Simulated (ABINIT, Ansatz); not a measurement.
An input for ABINIT 10.8.3 (GaN (P6_3mc)):

```
acell 3*1.0 Angstrom
rprim 
  3.179999999980 0.000000000005 0.000000000000
  -1.589999999994 2.753960784015 0.000000000000
  0.000000000000 0.000000000000 5.166000000000
ntypat 2
znucl 31 7
natom 4
typat 1 1 2 2
xred 
  0.333333333333 0.666666666667 0.000000000000
  0.666666666667 0.333333333333 0.500000000000
  0.333333333333 0.666666666667 0.375000000000
  0.666666666667 0.333333333333 0.875000000000
pp_dirpath "pseudos"
pseudos "Ga.upf, N.upf"
ecut 36
ngkpt 6 6 4
nshiftk 1
shiftk 0 0 0
kptopt 1
chksymbreak 0
iscf -2
irdden 1
istwfk *1
nband 79
nbdbuf 6
tolwfr 1e-09
nstep 60
prtvol 0
indata_prefix "in"
outdata_prefix "out"
tmpdata_prefix "tmp"
```

The database entry behind the starting cell differs from later determinations by our own check (about 0.3 % short, ideal inner coordinate), so it need not match the best structure at ambient conditions.

```sh
OMP_NUM_THREADS=1 mpirun -n 4 abinit run.abi > log
```

Q: Estimate wall time and host memory on 4 MPI ranks of Arm Neoverse V2, shared host.

It took 30 s; on shared hardware allow 15 s to 61 s. Peak host memory was 0.33 GiB.

[Paths, hosts, dates, memory and timing lines, banners, echoed tables and standing remarks are left out of the program output.]

[Logs are printed without paths, hosts, clocks, repeated set-up lines and the standing remarks that a program may print on its own settings, such as how far it seeks lower states.]

[Runs of the session that timed out or met a known fault of the program may be left out.]

[Hosts, paths, dates, database ids (printed as entryN), source tags and the programs' standing remarks are cut or masked in the printed files.]

[G0W0 gaps are taken among the corrected bands and points alone; a level outside them can change the order at an edge.]

[Where Ansatz stands beside ABINIT at settings called matched, ABINIT's density can come from a denser mesh and the files from another edition; pairs whose starting gaps differed by over 0.03 eV were left out, so agreement reads better than it is.]
